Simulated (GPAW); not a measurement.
# Ballistic transport through H2 in line between two Na chains, from relaxation to T(E)

Aim: the conductance of H2 in line between two Na chains after relaxation, and whether geometry, basis or functional moves it most.

Calculated with GPAW 26.7.0; GPAW LCAO, PAW setups; relaxation of the junction within the symmetry of its start, lead ends held, in the first sound run; inputs show where later runs differ.

## 1. Starting point

The cell holds 16 atoms: 14 Na and 2 H. Cell: a = 9.000 Å, b = 9.000 Å, c = 47.341 Å, α = 90.0°, β = 90.0°, γ = 90.0°. Regions: left lead, 7 atoms (7 Na); channel, 2 atoms (2 H); right lead, 7 atoms (7 Na). Vacuum lies along a and b. The structure is stacked along c, and the current runs across the ab planes.

## 2. Relaxing the atoms

Transmission follows bond lengths closely, so the atoms between the held lead ends are relaxed first, within whatever symmetry the start has.

The input, run.py:

```python
import json
from ase import Atoms
from ase.constraints import FixAtoms
from ase.optimize import BFGS
from gpaw import GPAW, FermiDirac

device = Atoms(
    ['Na', 'Na', 'Na', 'Na', 'Na', 'Na', 'Na', 'H', 'H', 'Na', 'Na', 'Na', 'Na', 'Na', 'Na', 'Na'],
    positions=[
        [4.50000, 4.50000, 1.65000],
        [4.50000, 4.50000, 4.95000],
        [4.50000, 4.50000, 8.25000],
        [4.50000, 4.50000, 11.55000],
        [4.50000, 4.50000, 14.85000],
        [4.50000, 4.50000, 18.15000],
        [4.50000, 4.50000, 21.45000],
        [4.50000, 4.50000, 23.24570],
        [4.50000, 4.50000, 24.09570],
        [4.50000, 4.50000, 25.89140],
        [4.50000, 4.50000, 29.19140],
        [4.50000, 4.50000, 32.49140],
        [4.50000, 4.50000, 35.79140],
        [4.50000, 4.50000, 39.09140],
        [4.50000, 4.50000, 42.39140],
        [4.50000, 4.50000, 45.69140]],
    cell=[[9.0, 0.0, 0.0], [0.0, 9.0, 0.0], [0.0, 0.0, 47.3414]],
    pbc=True)

device.set_constraint(FixAtoms([0, 1, 2, 3, 4, 5, 10, 11, 12, 13, 14, 15]))
device.calc = GPAW(mode='lcao', basis='dzp', xc='PBE', h=0.18,
                   kpts={'size': (1, 1, 2), 'gamma': True},
                   symmetry={'tolerance': 1e-3, 'extra_ids': [1, 1, 1, 1, 1, 1, 0, 0, 0, 0, 1, 1, 1, 1, 1, 1]},
                   occupations=FermiDirac(0.1), maxiter=250,
                   mixer=dict(beta=0.1, nmaxold=8, weight=100.0),
                   convergence=dict(density=0.0001), txt='relax.txt')
path = []
opt = BFGS(device, maxstep=0.15)
opt.attach(lambda: path.append((device.get_potential_energy(), device.positions.tolist(), device.get_forces().tolist())))
relaxed = bool(opt.run(fmax=0.05, steps=50))
json.dump(dict(relaxed=relaxed, path=path, positions=device.positions.tolist(), moments=device.get_magnetic_moments().tolist(),
               forces=device.get_forces(apply_constraint=False).tolist()), open('result.json', 'w'))
```

On the command line:

```sh
OMP_NUM_THREADS=1 OPENBLAS_NUM_THREADS=1 python run.py
```

What it wrote:

```text
Step          Energy          fmax
BFGS:    0      -15.348787        1.562630
BFGS:    1      -15.453536        1.263962
BFGS:    2      -15.550604        1.226373
BFGS:    3      -15.631772        1.377901
BFGS:    4      -15.820652        0.593800
BFGS:    5      -15.863219        0.040760
```

Elapsed: 9.9 min, on 1 thread of Arm Neoverse V1, shared host; peak memory 2.2 GiB.

Step by step:

| step | energy less that of the first step (eV) | largest force (eV/Å) |
| --- | --- | --- |
| 1 | 0.0000 | 1.5626 |
| 2 | -0.1047 | 1.2640 |
| 3 | -0.2022 | 1.2264 |
| 4 | -0.2841 | 1.3779 |
| 5 | -0.4754 | 0.5938 |
| 6 | -0.5195 | 0.0408 |

The atoms that moved most (Å):

| atom | dx | dy | dz | length |
| --- | --- | --- | --- | --- |
| Na10 | 0.000 | 0.000 | 0.375 | 0.375 |
| Na7 | 0.000 | 0.000 | -0.375 | 0.375 |
| H8 | 0.000 | 0.000 | 0.024 | 0.024 |
| H9 | 0.000 | 0.000 | -0.024 | 0.024 |

The relaxed structure:

```cif
data_structure
_symmetry_space_group_name_H-M 'P 1'
_symmetry_Int_Tables_number 1
_cell_length_a 9.0000
_cell_length_b 9.0000
_cell_length_c 47.3414
_cell_angle_alpha 90.000
_cell_angle_beta 90.000
_cell_angle_gamma 90.000
_cell_volume 3834.65
loop_
_atom_site_label
_atom_site_type_symbol
_atom_site_fract_x
_atom_site_fract_y
_atom_site_fract_z
_atom_site_occupancy
Na1 Na 0.50000 0.50000 0.03485 1
Na2 Na 0.50000 0.50000 0.10456 1
Na3 Na 0.50000 0.50000 0.17427 1
Na4 Na 0.50000 0.50000 0.24397 1
Na5 Na 0.50000 0.50000 0.31368 1
Na6 Na 0.50000 0.50000 0.38339 1
Na7 Na 0.50000 0.50000 0.44518 1
H8 H 0.50000 0.50000 0.49153 1
H9 H 0.50000 0.50000 0.50847 1
Na10 Na 0.50000 0.50000 0.55482 1
Na11 Na 0.50000 0.50000 0.61661 1
Na12 Na 0.50000 0.50000 0.68632 1
Na13 Na 0.50000 0.50000 0.75603 1
Na14 Na 0.50000 0.50000 0.82573 1
Na15 Na 0.50000 0.50000 0.89544 1
Na16 Na 0.50000 0.50000 0.96515 1
```

The relaxation lowered the energy of the cell by 0.520 eV (energies extrapolated to zero smearing; the optimiser's log prints free energies). The largest force left on a free atom is 0.041 eV/Å.

## 3. Double-zeta polarised basis

The script solves lead and junction separately, takes H and S in the orbital basis, and joins semi-infinite leads through their self-energies; the dzp basis is the working standard.

This step: GPAW LCAO, PAW setups; Landauer transmission from Green's functions with principal layers (ASE), zero bias (GPAW 26.7.0).

The input, run.py:

```python
import json
import numpy as np
from ase import Atoms
from ase.transport.calculators import TransportCalculator
from gpaw import GPAW, FermiDirac
from gpaw.lcao.tools import get_lcao_hamiltonian
from scipy.linalg import eigh

# The junction with lead layers at both ends, along the third cell vector
device = Atoms(
    ['Na', 'Na', 'Na', 'Na', 'Na', 'Na', 'Na', 'H', 'H', 'Na', 'Na', 'Na', 'Na', 'Na', 'Na', 'Na'],
    positions=[
        [4.50000, 4.50000, 1.65000],
        [4.50000, 4.50000, 4.95000],
        [4.50000, 4.50000, 8.25000],
        [4.50000, 4.50000, 11.55000],
        [4.50000, 4.50000, 14.85000],
        [4.50000, 4.50000, 18.15000],
        [4.50000, 4.50000, 21.07528],
        [4.50000, 4.50000, 23.26989],
        [4.50000, 4.50000, 24.07151],
        [4.50000, 4.50000, 26.26612],
        [4.50000, 4.50000, 29.19140],
        [4.50000, 4.50000, 32.49140],
        [4.50000, 4.50000, 35.79140],
        [4.50000, 4.50000, 39.09140],
        [4.50000, 4.50000, 42.39140],
        [4.50000, 4.50000, 45.69140]],
    cell=[[9.0, 0.0, 0.0], [0.0, 9.0, 0.0], [0.0, 0.0, 47.3414]],
    pbc=True)

# One principal layer of the lead: the first 4 atoms of the device
lead = Atoms(
    ['Na', 'Na', 'Na', 'Na'],
    positions=[
        [4.50000, 4.50000, 1.65000],
        [4.50000, 4.50000, 4.95000],
        [4.50000, 4.50000, 8.25000],
        [4.50000, 4.50000, 11.55000]],
    cell=[[9.0, 0.0, 0.0], [0.0, 9.0, 0.0], [0.0, 0.0, 13.2]],
    pbc=True)

settings = dict(mode='lcao', basis='dzp', xc='PBE', h=0.2,
                occupations=FermiDirac(0.1), maxiter=250,
                mixer=dict(beta=0.1, nmaxold=8, weight=100.0),
                convergence=dict(density=0.0001))
energies = np.arange(-2, 2 + 1e-9, 0.025)
eta = 0.0001
n1, n2 = 1, 1
# k and -k transmit alike, so half of the mesh across the current serves
mesh = [(i, j) for i in range(n1) for j in range(n2) if (i, j) <= (-i % n1, -j % n2)]
weights = np.array([1 if (i, j) == (-i % n1, -j % n2) else 2 for i, j in mesh]) / (n1 * n2)


def ground_state(atoms, size, txt):
    atoms.calc = GPAW(kpts={'size': size, 'gamma': True}, symmetry={'tolerance': 1e-3}, txt=txt, **settings)
    atoms.get_potential_energy()
    return atoms.calc.get_fermi_level()


def blocks(atoms, fermi, points, nz, cells):
    """H - E_F S and S between cell 0 and the cells above it, at each point across the current."""
    kz = np.arange(nz) / nz
    calc = atoms.calc.fixed_density(kpts=[(*k, z) for k in points for z in kz], symmetry='off', txt=None)
    H, S = get_lcao_hamiltonian(calc)
    H = (H - fermi * S).reshape(len(H), len(points), nz, *S.shape[1:])
    S = S.reshape(H.shape[1:])
    phases = [np.exp(-2j * np.pi * kz * R) / nz for R in cells]
    return [(np.einsum('skzij,z->ksij', H, p), np.einsum('kzij,z->kij', S, p)) for p in phases]


def pair(a, b):
    return np.block([[a, b], [b.T.conj(), a]])


def count_channels(h, s, cells, nk=240):
    """Half the number of times that the lead's bands cross each energy, unfolded to its shortest repeat."""
    b = len(h) // cells
    bands = []
    for k in (np.arange(nk + 1) + 0.5) / nk:
        hk, sk = h[:b, :b].copy(), s[:b, :b].copy()
        for R in range(1, cells):
            phase, block = np.exp(2j * np.pi * k * R), slice(R * b, (R + 1) * b)
            hk += h[:b, block] * phase + (h[:b, block] * phase).T.conj()
            sk += s[:b, block] * phase + (s[:b, block] * phase).T.conj()
        w, u = eigh(sk)
        x = u[:, w > 1e-5] / w[w > 1e-5]**0.5  # drop near-dependent combinations
        bands.append(np.r_[eigh(x.T.conj() @ hk @ x, eigvals_only=True), [1e9] * (w <= 1e-5).sum()])
    below = np.array(bands)[:, :, None] < energies
    return (below[1:] != below[:-1]).sum((0, 1)) / 2


fermi_lead = ground_state(lead, (1, 1, 9), 'lead.txt')
fermi_device = ground_state(device, (1, 1, 2), 'device.txt')
T, channels, eigen, tail, misfit, shifts = [], [], [], 0.0, 0.0, []
for first in range(0, len(mesh), 434):
    points = [(i / n1, j / n2) for i, j in mesh[first:first + 434]]
    (H0k, S0k), (H1k, S1k), (H2k, _) = blocks(lead, fermi_lead, points, 5, range(3))
    [(Hk, Sk)] = blocks(device, fermi_device, points, 2, [0])
    tail = max(tail, abs(H2k).max())
    for H0, S0, H1, S1, H, S in zip(H0k, S0k, H1k, S1k, Hk, Sk):
        n = len(S0)
        # Shift the lead onto the potential of the device's first layer
        shift = ((H[:, 0, 0] - H0[:, 0, 0]) / S0[0, 0]).real.mean()
        shifts.append(shift)
        misfit = max(misfit, abs(H[:, :n, :n] - H0 - shift * S0).max())
        Tk, Ck, Ek = [], [], []
        for s in range(len(H)):
            t = s % len(H0)  # a lead without moments serves both spins
            h1, s1 = pair(H0[t] + shift * S0, H1[t] + shift * S1), pair(S0, S1)
            leads = dict(h1=h1, s1=s1, energies=energies, eta=eta, eta1=eta, eta2=eta)
            calc = TransportCalculator(h=H[s], s=S, eigenchannels=3, **leads)
            Tk.append(calc.get_transmission())
            Ek.append(np.sort(calc.eigenchannels_ne, axis=0)[::-1])
            Ck.append(count_channels(h1, s1, 8))
        T.append(Tk)
        channels.append(Ck)
        eigen.append(Ek)
T, channels = np.array(T), np.array(channels)
mean, open_channels = np.einsum('kse,k->se', T, weights), np.einsum('kse,k->se', channels, weights)

print(f'basis functions: device {len(S)}, principal layer {n}')
print(f'Fermi level: lead {fermi_lead:.4f} eV, device {fermi_device:.4f} eV; lead shifted by {np.mean(shifts):.4f} eV')
print(f'largest coupling past the next layer {tail:.2e} eV, largest misfit of the first layer {misfit:.3f} eV')
print('  E-E_F (eV)   ' + 'T (one spin)  channels')
for e, t, c in zip(energies, mean.T, open_channels.T):
    print(f'{e:10.3f}  ', *[f'{x:11.4e}' for x in t], *[f'{x:9.4f}' for x in c])

kT = 8.617333e-5 * 300
fine = np.linspace(energies[0], energies[-1], 4001)
both = np.exp(np.interp(fine, energies, np.log(np.maximum(mean.sum(0) * 2 / len(mean), 1e-30))))
fermi = lambda mu: 1 / (1 + np.exp(np.clip((fine - mu) / kT, -200, 200)))
slope = fermi(0) * (1 - fermi(0)) / kT
G = np.trapezoid(both * slope, fine) / 2
seebeck = -np.trapezoid(both * slope * fine, fine) / (2 * G * 300) * 1e6
print(f'conductance at 300 K: {G:.5g} G0 a cell; thermopower {seebeck:.4g} uV/K')
bias = [0.1, 0.2, 0.5, 1.0, 1.5, 2.0]
current = [38.74 * np.trapezoid(both * (fermi(V / 2) - fermi(-V / 2)), fine) for V in bias]
for V, I in zip(bias, current):
    print(f'current from the zero-bias T(E) at {V} V: {I:.5g} uA')
zero = abs(energies).argmin()
json.dump(dict(energies=energies.tolist(), T=mean.tolist(), channels=open_channels.tolist(), G=G, seebeck=seebeck,
               bias=bias, current=current, tail=tail, misfit=misfit, shift=np.mean(shifts), n_device=len(S), n_lead=n,
               fermi=[fermi_lead, fermi_device], energy=device.get_potential_energy(),
               moments=device.get_magnetic_moments().tolist(), mesh=mesh, weights=weights.tolist(),
               T_k=T[:, :, zero].tolist(), eigen=np.array(eigen[0]).tolist()), open('result.json', 'w'))
```

What it wrote:

```text
basis functions: device 248, principal layer 68
Fermi level: lead -2.4844 eV, device -2.4156 eV; lead shifted by -0.0014 eV
largest coupling past the next layer 4.16e-12 eV, largest misfit of the first layer 0.020 eV
  E-E_F (eV)   T (one spin)  channels
    -2.000    5.7667e-11    0.0000
    -1.975    5.7505e-11    0.0000
    -1.950    5.7342e-11    0.0000
    -1.925    5.7177e-11    0.0000
    -1.900    5.7010e-11    0.0000
    -1.875    5.6841e-11    0.0000
    -1.850    5.6670e-11    0.0000
    -1.825    5.6498e-11    0.0000
    -1.800    5.6323e-11    0.0000
    -1.775    5.6146e-11    0.0000
    -1.750    5.5967e-11    0.0000
    -1.725    5.5786e-11    0.0000
    -1.700    5.5603e-11    0.0000
    -1.675    5.5417e-11    0.0000
    -1.650    5.5229e-11    0.0000
    -1.625    5.5038e-11    0.0000
[...]
1.825    2.0321e+00    3.0000
     1.850    1.9246e+00    3.0000
     1.875    1.8515e+00    3.0000
     1.900    1.7999e+00    3.0000
     1.925    1.7626e+00    3.0000
     1.950    1.7351e+00    3.0000
     1.975    1.7145e+00    3.0000
     2.000    1.6992e+00    3.0000
conductance at 300 K: 0.34014 G0 a cell; thermopower 0.6859 uV/K
current from the zero-bias T(E) at 0.1 V: 2.631 uA
current from the zero-bias T(E) at 0.2 V: 5.2363 uA
current from the zero-bias T(E) at 0.5 V: 12.722 uA
current from the zero-bias T(E) at 1.0 V: 24.34 uA
current from the zero-bias T(E) at 1.5 V: 37.388 uA
current from the zero-bias T(E) at 2.0 V: 49.08 uA
```

Wall time 93 s (1 thread); peak memory 1.6 GiB.

Numbers from this step:

| Item | Value |
| --- | --- |
| conductance | 0.3401 G₀ |
| largest coupling past the next principal layer | 4.16e-12 eV |
| largest misfit of the first principal layer | 0.02037 eV |
| shift that aligns the lead | -0.001419 eV |
| basis functions of the junction | 248 |
| basis functions of a principal layer | 68 |
| transmission at the Fermi level (one spin) | 0.3418 |
| open channels of the lead at the Fermi level (one spin) | 1 |

One spin. Transmission, zone mean against energy, zero at the Fermi level:

| energy (eV) | transmission, zone mean |
| --- | --- |
| -2.000 | 5.8e-11 |
| -1.900 | 5.7e-11 |
| -1.800 | 5.6e-11 |
| -1.700 | 5.6e-11 |
| -1.600 | 5.5e-11 |
| -1.500 | 5.4e-11 |
| -1.400 | 5.3e-11 |
| -1.300 | 5.2e-11 |
| -1.200 | 5.1e-11 |
| -1.100 | 4.8e-11 |
| -1.000 | 4.1e-11 |
| -0.900 | 3.0e-10 |
| -0.825 | 0.971 |
| -0.800 | 0.599 |
| -0.700 | 0.328 |
| -0.600 | 0.282 |
| -0.500 | 0.267 |
| -0.400 | 0.270 |
| -0.300 | 0.289 |
| -0.200 | 0.317 |
| -0.100 | 0.338 |
| 0.000 | 0.342 |
| 0.100 | 0.332 |
| 0.200 | 0.319 |
| 0.300 | 0.314 |
| 0.400 | 0.320 |
| 0.500 | 0.335 |
| 0.600 | 0.358 |
| 0.700 | 0.384 |
| 0.800 | 0.409 |
| 0.900 | 0.433 |
| 1.000 | 0.454 |
| 1.100 | 0.474 |
| 1.200 | 0.493 |
| 1.300 | 0.509 |
| 1.400 | 0.522 |
| 1.500 | 0.531 |
| 1.600 | 0.536 |
| 1.700 | 0.538 |
| 1.775 | 2.46 |
| 1.800 | 2.20 |
| 1.900 | 1.80 |
| 2.000 | 1.70 |

Crossings of the lead's bands, unfolded to its shortest repeat. Open channels, zone mean against energy, zero at the Fermi level:

| energy (eV) | open channels, zone mean |
| --- | --- |
| -1.000 | 0 |
| -0.800 | 1 |
| -0.600 | 1 |
| -0.400 | 1 |
| -0.200 | 1 |
| 0.000 | 1 |
| 0.200 | 1 |
| 0.400 | 1 |
| 0.600 | 1 |
| 0.800 | 1 |
| 1.000 | 1 |
| 1.200 | 1 |
| 1.400 | 1 |
| 1.600 | 1 |
| 1.800 | 3 |
| 2.000 | 3 |

Not self-consistent under bias; the bias window is split evenly. Table of current through one cell, from the zero-bias transmission by bias:

| bias (V) | current through one cell, from the zero-bias transmission (μA) |
| --- | --- |
| 0.100 | 2.63 |
| 0.200 | 5.24 |
| 0.500 | 12.7 |
| 1.000 | 24.3 |
| 1.500 | 37.4 |
| 2.000 | 49.1 |

The transmission of the three most open eigenchannels by energy, zero at the Fermi level:

| energy (eV) | channel 1 | channel 2 | channel 3 |
| --- | --- | --- | --- |
| -1.000 | 4.0e-11 | 0 | 0 |
| -0.800 | 0.599 | 4.5e-9 | 2.4e-12 |
| -0.600 | 0.282 | 2.5e-11 | 1.2e-12 |
| -0.400 | 0.270 | 3.5e-11 | 1.1e-12 |
| -0.200 | 0.317 | 3.5e-11 | 1.0e-12 |
| 0.000 | 0.342 | 3.4e-11 | 0 |
| 0.200 | 0.319 | 3.2e-11 | 0 |
| 0.400 | 0.320 | 2.9e-11 | 0 |
| 0.600 | 0.358 | 2.6e-11 | 0 |
| 0.800 | 0.409 | 2.4e-11 | 0 |
| 1.000 | 0.454 | 2.1e-11 | 0 |
| 1.200 | 0.493 | 1.8e-11 | 0 |
| 1.400 | 0.522 | 1.5e-11 | 0 |
| 1.600 | 0.536 | 1.2e-11 | 0 |
| 1.800 | 0.828 | 0.828 | 0.542 |
| 2.000 | 0.570 | 0.570 | 0.558 |

Couplings past the next layer reach 4.2e-12 eV, small enough to drop; the matrix elements of the cell's first layer differ from the bulk lead's by up to 0.020 eV. That layer keeps its own values in the calculation, and only beyond it is the lead taken as perfect. The Fermi levels of lead and junction count from different zeros of potential, one for each periodic cell; with both set to zero, the small remaining shift is what aligns them. By hand: G = 0.3401 × 77.48 μS = 26.4 μS, a resistance of 37.9 kΩ; at 0.1 V a linear junction would pass 2.64 μA, and the integral over the bias window gives 2.63 μA.

[end of part 1 of 3]

[Logs are printed without paths, hosts, clocks, repeated set-up lines and the standing remarks that a program may print on its own settings, such as how far it seeks lower states.]

[Hosts, paths, dates, database ids (printed as entryN), source tags and the programs' standing remarks are cut or masked in the printed files.]
